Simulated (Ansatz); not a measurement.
# BiOBr (P4/nmm): bands and screening cutoff converge together

Aim: vary empty bands and screening cutoff apart and together in G0W0 on BiOBr (P4/nmm).

Calculated with Ansatz 0.2.0; G0W0 on r2SCAN, plane waves, PAW.

The database entry behind the starting cell differs from later determinations by our own check (0.1 to 0.3 % short, probably kX units), so it need not match the best structure at ambient conditions.

## (1) Starting point

The structure is tetragonal, space group P4/nmm (No. 129). Conventional cell: a = 3.916 Å, b = 3.916 Å, c = 8.077 Å, α = 90.00°, β = 90.00°, γ = 90.00°. Nearest to Bi lie 4 O at 2.32 Å and 4 Br at 3.18 Å. Br has 4 Bi at 3.18 Å nearest. Nearest to O lie 4 Bi at 2.32 Å. Farther neighbours and most contacts between anions are not listed.

The cell and positions come from the Crystallography Open Database and are kept as given unless a step says otherwise. Spin-orbit coupling is left out unless a step names it. The default PAW set here is soft_2. Its files were made with PBE.

## (2) 99 empty bands, screening to 50 eV

G0W0 replaces the xc potential by the self-energy, built once from these orbitals. Only a window of levels is corrected, while the sums run over the empty bands that the input names.

The input, input.yaml:

```yaml
crystal:
  lattice:
    - [3.916, 0.0, 0.0]
    - [0.0, 3.916, 0.0]
    - [0.0, 0.0, 8.077]
  atoms:
    - { symbol: Bi, position: [0.0, 0.5, 0.154] }
    - { symbol: Bi, position: [0.5, 0.0, 0.846] }
    - { symbol: Br, position: [0.0, 0.5, 0.653] }
    - { symbol: Br, position: [0.5, 0.0, 0.347] }
    - { symbol: O, position: [0.0, 0.0, 0.0] }
    - { symbol: O, position: [0.5, 0.5, 0.0] }
kpoints:
  mp_grid: { grid: [4, 4, 2] }
hamiltonian:
  xc: r2scan
scf:
  occupations: { method: fixed }
gw:
  n_empty_bands: 99
  ecut_chi: 50
  qp_bands: [v2, c2]
  qp_kpoints: band_edges
  screening: { model: contour_deformation }
```

Launch:

```console
ansatz run input.yaml --threads 3 --pin off --max-ram 92160MiB --backend cuda --events-out ev --progress --plain --runs-dir out --devices 1 --max-vram 13GiB
```

Numbers of over 12 decimals in the logs are rounded to 6 here.

The log of the run:

```text
GPUs: using 1 of 1 available (devices: 1).
Engine: ansatz 0.2.0, x86_64-unknown-linux-gnu
Pseudopotentials: kind: paw
Pseudopotential: Bi, paw, valence charge 15, recommended cutoff 500 eV (meta_gga), Bi.paw.azcp
Pseudopotential: Br, paw, valence charge 7, recommended cutoff 500 eV (meta_gga), Br.paw.azcp
Pseudopotential: O, paw, valence charge 6, recommended cutoff 500 eV (meta_gga), O.paw.azcp
Functional definition: r2SCAN
  parameter k0 = 0.174
  parameter k1 = 0.065
  parameter a1 = 4.9479
  exchange = r2scan_x(k0 = k0, k1 = k1, a1 = a1)
  correlation = r2scan_c
device memory: the entry about to start is reckoned to put 2.6 GiB on a device that reports 53.6 GiB free (of which the cap on the GPU budget leaves the run 13.0 GiB)
GPU FFT provider: cuFFT
GPU libraries: cuBLAS 13.8.2, cuFFT 12.4.0, cuSOLVER 12.3.4
Crystal: 6 atoms, lattice volume = 123.861 Å³
Basis set: ecut = 500 eV, 3133 PW (Γ), exchange–correlation on 120×120×240 points (64 copies of the dense FFT grid, shifted against one another)
Bands: 34, of which v1, the nominal top of the filled ones, is band 28 counted from 1 (27 counted from 0)
Symmetry: 16 space group operations
Space group: P4/nmm (ITA 129), of the structure as read, at distance tolerance 5.0e-5 Å
k-points: 12 of 32
Non-local potential: Bi, projectors of the file, l = 0: 2, l = 1: 2, l = 2: 2, l = 3: 2
Non-local potential: Br, projectors of the file, l = 0: 2, l = 1: 2, l = 2: 2
Non-local potential: O, projectors of the file, l = 0: 2, l = 1: 2, l = 2: 1
PAW form: soft (Blöchl's): semilocal exchange-correlation on the pseudo side does not see the compensation charge
PAW frozen core: Bi, regenerated for the run's functional (the file was generated under x = pbe(κ = 0.804, μ = 0.219515), c = pbe(β = 0.066725))
PAW frozen core: Br, regenerated for the run's functional (the file was generated under x = pbe(κ = 0.804, μ = 0.219515), c = pbe(β = 0.066725))
PAW frozen core: O, regenerated for the run's functional (the file was generated under x = pbe(κ = 0.804, μ = 0.219515), c = pbe(β = 0.066725))
PAW one-centre angular grid: Bi, 590 points (default); XC on 160 Gauss nodes
PAW one-centre angular grid: Br, 302 points (default); XC on 160 Gauss nodes
PAW one-centre angular grid: O, 302 points (default); XC on 160 Gauss nodes
Initial density: superposition of atomic densities (neutral atoms: chi_scale 0, normalization atom), corrected by the library's trained network
Initial wavefunctions: pseudopotential atomic-orbital guess
GPU buffer pool allocated for 54000 grid points (all kernels)
GPU transforms: local potential and band sums: pruned to the plane-wave sphere, on 30×30×60
Functional: x = r2scan, c = r2scan; τ floored in thin density (d = 2e-4 eV/Å³)
SCF iter   1: F=—  HF=-31547.136034 eV  |F-HF|=—  |Δ(HF+E_count)|=         —  Δρ=6.49e-3  dr2=6.46e-2  dr2_τ=1.23e-1  ethr=1.77e-3  ⟨swp⟩=5.1  Hψ=1514  notcnv=0  defer=46
preconditioner: auto → Resta (q_TF=auto, 2.390 Å⁻¹)  ε∞=3.1  [insulator: Δε(μ)=2.736 eV  Ē_g=17.376 eV  n_scr=30 (ndim 8)  ℏωp=25.0 eV  f_vac=0.001  ε∞_Penn≈3.1]
SCF iter   2: F=—  HF=-31547.204258 eV  |F-HF|=—  |Δ(HF+E_count)|=   6.82e-2  Δρ=3.55e-3  dr2=1.08e-2  dr2_τ=1.42e-3  ethr=1.15e-4  ⟨swp⟩=2.0  Hψ=745  notcnv=0  defer=47
SCF iter   3: F=—  HF=-31547.204788 eV  |F-HF|=—  |Δ(HF+E_count)|=   5.29e-4  Δρ=1.17e-3  dr2=1.85e-3  dr2_τ=1.96e-4  ethr=1.93e-5  ⟨swp⟩=2.2  Hψ=515  notcnv=0  defer=48
SCF iter   4: F=—  HF=-31547.204807 eV  |F-HF|=—  |Δ(HF+E_count)|=   1.90e-5  Δρ=5.30e-4  dr2=3.25e-4  dr2_τ=3.33e-5  ethr=3.31e-6  ⟨swp⟩=2.1  Hψ=622  notcnv=0  defer=48
SCF iter   5: F=—  HF=-31547.204784 eV  |F-HF|=—  |Δ(HF+E_count)|=   2.28e-5  Δρ=9.72e-5  dr2=6.82e-6  dr2_τ=7.84e-7  ethr=5.81e-7  ⟨swp⟩=2.0  Hψ=528  notcnv=0  defer=46
SCF iter   6: F=—  HF=-31547.204791 eV  |F-HF|=—  |Δ(HF+E_count)|=   6.69e-6  Δρ=1.67e-5  dr2=2.92e-7  dr2_τ=2.35e-8  ethr=1.22e-8  ⟨swp⟩=3.4  Hψ=770  notcnv=0  defer=21
[...]
NSCF: frozen V_eff on 12 k-points
G₀W₀ screening: q 1/12
[... further progress lines ...]
SCF converged after 7 iterations
Free energy (F): -31547.204791 eV
Harris-Foulkes:  -31547.204791 eV  (|F-HF|=7.20e-9)
Internal energy: -31547.204791 eV  (E = F + TS)
E sigma→0 (E₀):  -31547.204791 eV
Fermi energy:    7.218562 eV
--- Per-component energies (eV) ---
  E_band       = -263.909996
  E_kinetic    = 1221.985762
  E_local      = -5445.259886  (includes V_loc(G=0)·N_el)
  E_nonlocal   = 1366.887199
  E_hartree    = 1995.018214
  E_xc         = -933.545657
  E_vxc        = -756.211873  (∫ρ·V_xc dr)
  E_paw        = -26237.232537  (= ΣΔE_a)
  E_vpaw       = -686.937520  (= ΣTr[D̂ρ^β])
  E_aug_tail   = 0.001290  (compensation charges beyond the density's cutoff)
  E_vtau       = 45.586694  (kinetic-family band-sum trace: ∫τ·v_τ [+ j·A + Jᵃ·Aᵃ] dr)
  E_ewald      = -3516.430001
  E_core_change = 1.370825  (= ΣΔE_core)
  E_smearing   = -0.000000  (= −TS)
  E_closure    = -0.000000  (closes the sum)
  Σ components = -31547.204791   (vs F -31547.204791, Δ=0.00e0)
--- Band table (eV; the first three rows and the last of 12) ---
  k-point 0: bands = [... 24 lower, 6.2044, 6.4901, 6.4901, 6.6576, 10.1277, 11.0135, 12.7454, 12.7454, ... 2 higher]
  k-point 1: bands = [... 24 lower, 6.3147, 6.7856, 6.7856, 7.1404, 9.8964, 10.3339, 12.5780, 12.5780, ... 2 higher]
  k-point 2: bands = [... 24 lower, 6.6367, 6.7895, 6.9259, 7.1579, 11.7194, 11.9612, 12.0202, 12.5012, ... 2 higher]
  k-point 11: bands = [... 24 lower, 6.1337, 6.1337, 6.1680, 6.1680, 11.7855, 11.7855, 13.1559, 13.1559, ... 2 higher]
--- G₀W₀: contour deformation, 6 samples at zero and on the imaginary axis and 1 off it, 32 q-points, 99 empty bands' worth ---
  eigenvalues of the whole cell's RPA ε∞ on this k-mesh (on a slab, of 1 + 4πα/V) = 4.6941, 6.3182, 6.3182; static W/v taken at q = 0 is 0.172859
  bands read: the sum over 127 bands ends inside a degenerate multiplet in 7 slots, whose members it reads at an even weight; the widest, k=1: bands 127 to 128 (counted from 1) at 1/2 each
  gw.qp_kpoints: band_edges: 10 of 12 stored k-points solved, in 1 pass; an edge of the gap read off the rows below is read off those points alone
    valence top: of the k-points left out ik 8 came nearest to being solved in a further pass, in band 28 (counted from 1, as in the quasiparticle table): it holds the edge there only if its correction is more favourable than any solved in that band by at least 0.872 eV; those differ by 0.289 eV
    conduction bottom: of the k-points left out ik 8 came nearest to being solved in a further pass, in band 29 (counted from 1, as in the quasiparticle table): it holds the edge there only if its correction is more favourable than any solved in that band by at least 1.874 eV; those differ by 0.314 eV
    ik  band        ε_KS         Σx   Σc(E_QP)       V_xc       Z   E_QP_lin       E_QP  E_QP is
     0    27      6.4901   -19.6734     3.0146   -16.4814  0.7727     6.3122     6.3127  root
     0    28      6.6576   -19.0089     2.6100   -16.2013  0.7809     6.4595     6.4601  root
     0    29     10.1277   -10.1671    -3.2750   -14.0961  0.8218    10.7858    10.7817  root
     0    30     11.0135   -10.3795    -3.1464   -14.3000  0.8152    11.7938    11.7876  root
     1    27      6.7856   -20.0681     3.0160   -16.9013  0.7752     6.6345     6.6348  root
     1    28      7.1404   -19.9374     2.7130   -17.0968  0.7831     7.0126     7.0129  root
     1    29      9.8964    -9.4813    -3.1773   -13.2269  0.8238    10.4676    10.4647  root
     1    30     10.3339    -9.2756    -3.3071   -13.2322  0.8244    10.9874    10.9834  root
     2    27      6.9259   -21.0258     3.2771   -17.6877  0.7719     6.8648     6.8649  root
     2    28      7.1579   -20.5965     2.7989   -17.7818  0.7819     7.1421     7.1421  root
     2    29     11.7194   -11.3336    -3.2729   -15.4888  0.8049    12.6111    12.6017  root
     2    30     11.9612   -10.4142    -3.4239   -14.7129  0.8077    12.8456    12.8361  root
     3    27      6.8344   -20.0073     2.9980   -16.8540  0.7758     6.6786     6.6790  root
     3    28      7.1120   -21.1156     2.7778   -18.4165  0.7820     7.1906     7.1906  root
[...]
9    30     11.4055   -11.1614    -3.1098   -15.0785  0.8120    12.2194    12.2127  root
    10    27      6.4677   -19.9884     3.1643   -16.6355  0.7700     6.2786     6.2792  root
    10    28      6.4677   -19.9884     3.1643   -16.6355  0.7700     6.2786     6.2792  root
    10    29     11.1175   -10.1719    -3.2009   -14.0683  0.8191    11.8178    11.8131  root
    10    30     11.1175   -10.1719    -3.2009   -14.0683  0.8191    11.8178    11.8131  root
```

Run time: 7.4 s. Hardware: 1 × NVIDIA H100 80GB HBM3 (shared by 6 runs) with 3 threads of AMD EPYC 7R13 (Zen 3), shared host; peak memory 1.3 GiB.

Reading the cycles: dr2 is the Hartree energy of the density residual (eV), the measure of convergence; HF is the Harris–Foulkes estimate of the energy, which meets the free energy F at convergence.

This step gave:

```yaml
bands_summed: 127
rpa_eps_infinity_on_this_mesh_eigenvalues: 4.694, 6.318, 6.318
plane_waves_in_the_screening_matrix: 101
q_points_in_the_mesh: 32
g0w0_gap_on_the_mesh: 3.175 eV
k_of_the_valence_top: 0, -0.5, -0.5
k_of_the_conduction_bottom: 0, 0, -0.5
starting_gap_on_the_mesh: 2.678 eV
z_at_the_valence_top: 0.7811
z_at_the_conduction_bottom: 0.8238
least_direct_g0w0_gap_on_the_computed_points: 3.452 eV
```

The gap on the mesh goes from 2.68 eV to 3.18 eV, a correction of +0.50 eV. Between the two edge states, bare exchange in place of the xc potential would open the gap by 6.55 eV, and correlation takes back 6.05 eV.

## (3) 516 empty bands, screening to 50 eV

input.yaml: that of step 2 with these lines changed.

```diff
@@ -19,3 +19,3 @@
 gw:
-  n_empty_bands: 99
+  n_empty_bands: 516
   ecut_chi: 50
```

The log of the run:

```text
GPUs: using 1 of 1 available (devices: 1).
[...]
GPU FFT provider: cuFFT
GPU libraries: cuBLAS 13.8.2, cuFFT 12.4.0, cuSOLVER 12.3.4
Crystal: 6 atoms, lattice volume = 123.861 Å³
Basis set: ecut = 500 eV, 3133 PW (Γ), exchange–correlation on 120×120×240 points (64 copies of the dense FFT grid, shifted against one another)
Bands: 34, of which v1, the nominal top of the filled ones, is band 28 counted from 1 (27 counted from 0)
[...]
1    30     10.3339    -9.2756    -3.6269   -13.2322  0.8234    10.6645    10.6636  root
[...]
10    27      6.4677   -19.9884     2.9699   -16.6355  0.7697     6.0823     6.0847  root
    10    28      6.4677   -19.9884     2.9699   -16.6355  0.7697     6.0823     6.0847  root
    10    29     11.1175   -10.1719    -3.5177   -14.0683  0.8181    11.4976    11.4962  root
    10    30     11.1175   -10.1719    -3.5177   -14.0683  0.8181    11.4976    11.4962  root
[key lines of the parts left out:]
SCF converged after 7 iterations
Free energy (F): -31547.204791 eV
Fermi energy:    7.218562 eV
```

Elapsed: 36 s, on 1 × NVIDIA H100 80GB HBM3 (shared by 6 runs) with 3 threads; peak memory 1.9 GiB; 64 s of CPU time.

Numbers from this step:

- bands summed: 544
- RPA ε∞ on this mesh (eigenvalues): 4.700, 6.326, 6.326
- plane waves in the screening matrix: 101
- G0W0 gap on the mesh: 3.111 eV
- k of the valence top: 0, -0.5, -0.5
- k of the conduction bottom: 0, 0, -0.5
- starting gap on the mesh: 2.678 eV
- least direct G0W0 gap on the computed points: 3.367 eV

Against the run with 4×4×2 mesh, 99 empty bands, screening to 50 eV, the gap moves by −0.06 eV.

## (4) 281 empty bands, screening to 100 eV

Another rung: the empty bands reach about as high as the screening cutoff, so the two stay in balance.

input.yaml: that of step 3 with these lines changed.

```diff
@@ -19,4 +19,4 @@
 gw:
-  n_empty_bands: 516
-  ecut_chi: 50
+  n_empty_bands: 281
+  ecut_chi: 100
   qp_bands: [v2, c2]
```

The log of the run:

```text
GPUs: using 1 of 1 available (devices: 1).
[...]
GPU FFT provider: cuFFT
GPU libraries: cuBLAS 13.8.2, cuFFT 12.4.0, cuSOLVER 12.3.4
Crystal: 6 atoms, lattice volume = 123.861 Å³
Basis set: ecut = 500 eV, 3133 PW (Γ), exchange–correlation on 120×120×240 points (64 copies of the dense FFT grid, shifted against one another)
Bands: 34, of which v1, the nominal top of the filled ones, is band 28 counted from 1 (27 counted from 0)
[...]
1    30     10.3339    -9.2756    -3.6413   -13.2322  0.8218    10.6501    10.6492  root
[...]
10    27      6.4677   -19.9884     2.8315   -16.6355  0.7644     5.9416     5.9463  root
    10    28      6.4677   -19.9884     2.8315   -16.6355  0.7644     5.9416     5.9463  root
    10    29     11.1175   -10.1719    -3.5091   -14.0683  0.8153    11.5062    11.5049  root
    10    30     11.1175   -10.1719    -3.5091   -14.0683  0.8153    11.5062    11.5049  root
[key lines of the parts left out:]
SCF converged after 7 iterations
Free energy (F): -31547.204791 eV
Fermi energy:    7.218562 eV
```

Elapsed: 14 s, on 1 × NVIDIA H100 80GB HBM3 (shared by 6 runs) with 3 threads; peak memory 1.6 GiB.

The G0W0 gap on the mesh is 3.275 eV.

## (5) 1461 empty bands, screening to 100 eV

input.yaml: that of step 4 with these lines changed.

```diff
@@ -19,3 +19,3 @@
 gw:
-  n_empty_bands: 281
+  n_empty_bands: 1461
   ecut_chi: 100
```

The log of the run:

```text
GPUs: using 1 of 1 available (devices: 1).
[...]
GPU FFT provider: cuFFT
GPU libraries: cuBLAS 13.8.2, cuFFT 12.4.0, cuSOLVER 12.3.4
Crystal: 6 atoms, lattice volume = 123.861 Å³
Basis set: ecut = 500 eV, 3133 PW (Γ), exchange–correlation on 120×120×240 points (64 copies of the dense FFT grid, shifted against one another)
Bands: 34, of which v1, the nominal top of the filled ones, is band 28 counted from 1 (27 counted from 0)
[...]
1    30     10.3339    -9.2756    -3.8073   -13.2322  0.8214    10.4834    10.4832  root
[...]
10    27      6.4677   -19.9884     2.7222   -16.6355  0.7642     5.8301     5.8370  root
    10    28      6.4677   -19.9884     2.7222   -16.6355  0.7642     5.8301     5.8370  root
    10    29     11.1175   -10.1719    -3.6647   -14.0683  0.8149    11.3497    11.3493  root
    10    30     11.1175   -10.1719    -3.6647   -14.0683  0.8149    11.3497    11.3493  root
[key lines of the parts left out:]
SCF converged after 7 iterations
Free energy (F): -31547.204791 eV
Fermi energy:    7.218562 eV
```

Elapsed: 49 s, on 1 × NVIDIA H100 80GB HBM3 (shared by 6 runs) with 3 threads; peak memory 4 GiB; 79 s of CPU time.

The G0W0 gap on the mesh is 3.280 eV.

## (6) 99 empty bands, screening to 150 eV

input.yaml: that of step 5 with these lines changed.

```diff
@@ -19,4 +19,4 @@
 gw:
-  n_empty_bands: 1461
-  ecut_chi: 100
+  n_empty_bands: 99
+  ecut_chi: 150
   qp_bands: [v2, c2]
```

The log of the run:

```text
GPUs: using 1 of 1 available (devices: 1).
[...]
GPU FFT provider: cuFFT
GPU libraries: cuBLAS 13.8.2, cuFFT 12.4.0, cuSOLVER 12.3.4
Crystal: 6 atoms, lattice volume = 123.861 Å³
Basis set: ecut = 500 eV, 3133 PW (Γ), exchange–correlation on 120×120×240 points (64 copies of the dense FFT grid, shifted against one another)
Bands: 34, of which v1, the nominal top of the filled ones, is band 28 counted from 1 (27 counted from 0)
[...]
1    30     10.3339    -9.2756    -3.2862   -13.2322  0.8235    11.0085    11.0042  root
[...]
10    27      6.4677   -19.9884     3.1345   -16.6355  0.7651     6.2485     6.2493  root
    10    28      6.4677   -19.9884     3.1345   -16.6355  0.7651     6.2485     6.2493  root
    10    29     11.1175   -10.1719    -3.1396   -14.0683  0.8163    11.8798    11.8744  root
    10    30     11.1175   -10.1719    -3.1396   -14.0683  0.8163    11.8798    11.8744  root
[key lines of the parts left out:]
SCF converged after 7 iterations
Free energy (F): -31547.204791 eV
Fermi energy:    7.218562 eV
```

Run time: 15 s. Hardware: 1 × NVIDIA H100 80GB HBM3 (shared by 6 runs) with 3 threads; peak memory 1.7 GiB.

The G0W0 gap on the mesh is 3.279 eV.

## (7) 516 empty bands, screening to 150 eV

input.yaml: that of step 6 with these lines changed.

```diff
@@ -19,3 +19,3 @@
 gw:
-  n_empty_bands: 99
+  n_empty_bands: 516
   ecut_chi: 150
```

The log of the run:

```text
GPUs: using 1 of 1 available (devices: 1).
[...]
GPU FFT provider: cuFFT
GPU libraries: cuBLAS 13.8.2, cuFFT 12.4.0, cuSOLVER 12.3.4
Crystal: 6 atoms, lattice volume = 123.861 Å³
Basis set: ecut = 500 eV, 3133 PW (Γ), exchange–correlation on 120×120×240 points (64 copies of the dense FFT grid, shifted against one another)
Bands: 34, of which v1, the nominal top of the filled ones, is band 28 counted from 1 (27 counted from 0)
[...]
1    30     10.3339    -9.2756    -3.7970   -13.2322  0.8213    10.4937    10.4934  root
[...]
10    27      6.4677   -19.9884     2.6452   -16.6355  0.7631     5.7512     5.7601  root
    10    28      6.4677   -19.9884     2.6452   -16.6355  0.7631     5.7512     5.7601  root
    10    29     11.1175   -10.1719    -3.6475   -14.0683  0.8141    11.3671    11.3665  root
    10    30     11.1175   -10.1719    -3.6475   -14.0683  0.8141    11.3671    11.3665  root
[key lines of the parts left out:]
SCF converged after 7 iterations
Free energy (F): -31547.204791 eV
Fermi energy:    7.218562 eV
```

Wall time 24 s (1 × NVIDIA H100 80GB HBM3 (shared by 6 runs) with 3 threads); peak memory 2.1 GiB; 42 s of CPU time.

The G0W0 gap on the mesh is 3.396 eV.

## (8) 917 empty bands, screening to 220 eV

input.yaml: that of step 7 with these lines changed.

```diff
@@ -19,4 +19,4 @@
 gw:
-  n_empty_bands: 516
-  ecut_chi: 150
+  n_empty_bands: 917
+  ecut_chi: 220
   qp_bands: [v2, c2]
```

The log of the run:

```text
GPUs: using 1 of 1 available (devices: 1).
[...]
GPU FFT provider: cuFFT
GPU libraries: cuBLAS 13.8.2, cuFFT 12.4.0, cuSOLVER 12.3.4
Crystal: 6 atoms, lattice volume = 123.861 Å³
Basis set: ecut = 500 eV, 3133 PW (Γ), exchange–correlation on 120×120×240 points (64 copies of the dense FFT grid, shifted against one another)
Bands: 34, of which v1, the nominal top of the filled ones, is band 28 counted from 1 (27 counted from 0)
[...]
1    30     10.3339    -9.2756    -3.8767   -13.2322  0.8210    10.4138    10.4138  root
[...]
10    27      6.4677   -19.9884     2.5345   -16.6355  0.7626     5.6375     5.6494  root
    10    28      6.4677   -19.9884     2.5345   -16.6355  0.7626     5.6375     5.6494  root
    10    29     11.1175   -10.1719    -3.7307   -14.0683  0.8136    11.2835    11.2832  root
    10    30     11.1175   -10.1719    -3.7307   -14.0683  0.8136    11.2835    11.2832  root
[key lines of the parts left out:]
SCF converged after 7 iterations
Free energy (F): -31547.204791 eV
Fermi energy:    7.218562 eV
```

Run time: 42 s. Hardware: 1 × NVIDIA H100 80GB HBM3 (shared by 6 runs) with 3 threads; peak memory 3.4 GiB; 80 s of CPU time.

The G0W0 gap on the mesh is 3.476 eV.

[end of part 1 of 2]

[Paths, hosts, dates, memory and timing lines, banners, echoed tables and standing remarks are left out of the program output.]

[Logs are printed without paths, hosts, clocks, repeated set-up lines and the standing remarks that a program may print on its own settings, such as how far it seeks lower states.]

[Runs of the session that timed out or met a known fault of the program may be left out.]

[Cells called generated may have been cut or substituted from an entry of the Crystallography Open Database or the Materials Project.]

[Hosts, paths, dates, database ids (printed as entryN), source tags and the programs' standing remarks are cut or masked in the printed files.]
